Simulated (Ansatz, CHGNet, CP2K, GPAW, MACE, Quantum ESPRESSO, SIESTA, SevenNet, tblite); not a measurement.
# Which run comes nearest? C(111) slab, H on the bottom face (99 atoms)

The cell holds 99 atoms: 90 C and 9 H. Cell: a = 7.567 Å, b = 7.567 Å, c = 21.842 Å, α = 90.0°, β = 90.0°, γ = 120.0°. It derives from C (diamond-structure). Diamond-structure C (a = 3.567 Å), (111) slab of 10 atomic planes, 3 x 3 surface cells, H on the broken bonds of the bottom face, 12 Å of vacuum; displaced by a Gaussian of 0.02 Å. Then every atom was moved at random, 0.03 Å r.m.s. a Cartesian component (hydrogen 0.6 of that). Regions: slab, 90 atoms (90 C); hydrogen, 9 atoms (9 H). Vacuum lies along c.

Geometry: as built.

The reference, a calculation:

* method: Kohn-Sham DFT, PBE, SSSP efficiency 1.3.0 pseudopotentials, plane waves (Quantum ESPRESSO 7.5); sssp-pbe-1.3.0-efficiency, cutoffs 45/360 Ry, Γ point
* r.m.s. force component: 1.864 eV/Å
* longest force: 6.662 eV/Å
* time: 3.4 min on 4 MPI ranks of Intel Xeon 6975P-C (Granite Rapids), shared host
* CPU time: 14 min

Runs, in no order:
A. CHGNet r2SCAN potential: machine-learned interatomic potential CHGNet r2SCAN, trained on r2SCAN plane-wave data
B. MACE MPA-0 medium potential: machine-learned interatomic potential MACE MPA-0 medium, trained on PBE(+U) plane-wave data
C. QE PBE, sssp-1.3.0-efficiency, 30/240 Ry: Kohn-Sham DFT, PBE, SSSP efficiency 1.3.0 pseudopotentials, plane waves
D. GPAW PBE, plane waves 550 eV: Kohn-Sham DFT, PBE, PAW, plane waves
E. GPAW PBE, LCAO dzp, h 0.2 Å: Kohn-Sham DFT, PBE, PAW, atomic orbitals (dzp)

**Question.** Rank the runs by how far their forces lie from the reference's, least first.

D, C, E, B, A.

| run | Δ force, r.m.s. (meV/Å) | share of r.m.s. force (%) | CPU time |
| --- | --- | --- | --- |
| D. GPAW PBE, plane waves 550 eV | 10.2 | 0.546 | 9.6 min |
| C. QE PBE, sssp-1.3.0-efficiency, 30/240 Ry | 54.7 | 2.93 | 6.9 min |
| E. GPAW PBE, LCAO dzp, h 0.2 Å | 139 | 7.45 | 6.2 min |
| B. MACE MPA-0 medium potential | 334 | 17.9 | 11 s |
| A. CHGNet r2SCAN potential | 559 | 30.0 | 12 s |

The electron count is odd in these runs, and they have no spin polarisation, so the unpaired electron is spread evenly over both spins. Machine-learned potentials mimic data converged in k, so the reference's own k-point error enters their differences. The runs have no spin polarisation, so any moments at edges, vacancies or dangling bonds can't form. The electronic-structure runs sample only Γ, in a cell whose shortest periodic width is 7 Å, which is coarse for a cell with partly filled levels.

[Hosts, paths, dates, database ids (printed as entryN), source tags and the programs' standing remarks are cut or masked in the printed files.]
